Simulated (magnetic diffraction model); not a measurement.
# Solving a magnetic structure from powder neutron data: Cu2H3S3Cl

Space group R-3m (no. 166), a = 7.9970 Å, c = 15.5630 Å.

| site | atom | x | y | z |
| --- | --- | --- | --- | --- |
| 9e | Cu | 1/2 | 1/2 | 0 |
| 3b | Cu | 1/3 | 2/3 | 1/6 |
| 6c | Cl | 1/3 | 2/3 | 0.4757 |
| 18h | S | 0.0716 | 0.5358 | 0.2706 |
| 18h | H | 0.5259 | 0.4741 | 0.2117 |

This is a made-up structure (elements placed in a structure type, unrelaxed), so the numbers test the method and describe no known phase.

Only Cu is taken to order (form factors of Cu2+); orders and moment sizes are assumed, and not adapted to the symmetry. Radiation: neutrons of λ = 2.36 Å, 8° to 70°; isotropic B of 0.41 Å² (Cu), 0.65 Å² (Cl), 0.64 Å² (S) and 0.85 Å² (H). Simulated constant-wavelength pattern: nuclear and magnetic terms add, the magnetic one as |2.695 fm × Σ f S⊥ exp(2πi Q·r) exp(−B s²)|², summed over all Q at one angle with the factor 1/(sin²θ cos θ). For collinear order S is the moment m, which repeats by lattice and centring translations R with the sign exp(−2πi k·R). Free-ion form factors, Sears's scattering lengths of 1992, no absorption; a label names one of the reflections at its angle. The strongest nuclear line in the range is 100, and lines under 0.2 are left out.

Above the ordering temperature:

```csv
2θ (°),index,I
21.50,(1 0 1),32.9
26.30,(0 0 3),11.7
26.37,(0 1 2),18.4
34.33,(1 1 0),25.9
40.71,(1 0 4),0.2
40.86,(0 2 1),9.2
43.75,(1 1 3),100.0
43.80,(2 0 2),16.0
49.12,(0 1 5),10.6
54.12,(0 0 6),9.0
54.28,(0 2 4),26.8
54.40,(2 1 1),5.0
56.80,(1 2 2),13.6
61.29,(2 0 5),1.1
61.48,(3 0 0),8.2
65.67,(1 1 6),6.2
67.76,(1 0 7),21.0
68.04,(3 0 3),73.7
```

Below it (cell unchanged):

```tsv
2θ (°)	I
21.50	35.0
26.30	11.7
26.37	18.4
34.33	25.9
40.71	0.2
40.86	9.7
43.75	100.6
43.80	17.6
49.12	10.7
54.12	9.0
54.28	27.4
54.40	5.5
56.80	13.6
61.29	1.2
61.48	8.2
65.67	6.2
67.76	21.0
68.04	74.0
```

**Question.** Find the propagation vector, then choose among these models:
A. collinear moments along [100], 0.82 μB on Cu; signs + at (1/2, 1/2, 0), + at (0, 1/2, 0), − at (1/6, 1/3, 1/3), − at (1/3, 2/3, 1/6)
B. collinear moments along [100], 0.82 μB on Cu; signs + at (1/2, 1/2, 0), + at (0, 1/2, 0), + at (1/6, 1/3, 1/3), + at (1/3, 2/3, 1/6)
C. collinear moments along [001], 0.82 μB on Cu; signs + at (1/2, 1/2, 0), + at (0, 1/2, 0), + at (1/6, 1/3, 1/3), + at (1/3, 2/3, 1/6)
D. collinear moments along [001], 0.82 μB on Cu; signs + at (1/2, 1/2, 0), + at (0, 1/2, 0), − at (1/6, 1/3, 1/3), − at (1/3, 2/3, 1/6)

No line moves, and magnetic intensity falls on nuclear lines such as the one at 21.50°, so the magnetic cell equals the chemical primitive cell: k = 0.

Magnetic intensity, observed (below minus above) and for each model:

| 2θ (°) | index | observed | A | B | C | D |
| --- | --- | --- | --- | --- | --- | --- |
| 21.50 | (1 0 1) | 2.0 | 1.4 | 1.4 | 2.0 | 2.0 |
| 26.30 | (0 0 3) | <0.2 | 0.5 | 0.5 | <0.2 | <0.2 |
| 26.37 | (0 1 2) | <0.2 | 2.1 | <0.2 | <0.2 | 1.2 |
| 34.33 | (1 1 0) | <0.2 | <0.2 | <0.2 | <0.2 | 1.1 |
| 40.71 | (1 0 4) | <0.2 | 0.8 | <0.2 | <0.2 | 0.2 |
| 43.80 | (2 0 2) | 1.6 | <0.2 | 1.1 | 1.6 | <0.2 |
| 54.28 | (0 2 4) | 0.6 | <0.2 | 0.8 | 0.6 | <0.2 |
| 56.80 | (1 2 2) | <0.2 | 0.4 | <0.2 | <0.2 | 0.6 |

Model C matches.

The structure used: k = (0 0 0), collinear moments along [001], 0.82 μB on Cu; signs + at (1/2, 1/2, 0), + at (0, 1/2, 0), + at (1/6, 1/3, 1/3), + at (1/3, 2/3, 1/6).

[Logs are printed without paths, hosts, clocks, repeated set-up lines and the standing remarks that a program may print on its own settings, such as how far it seeks lower states.]
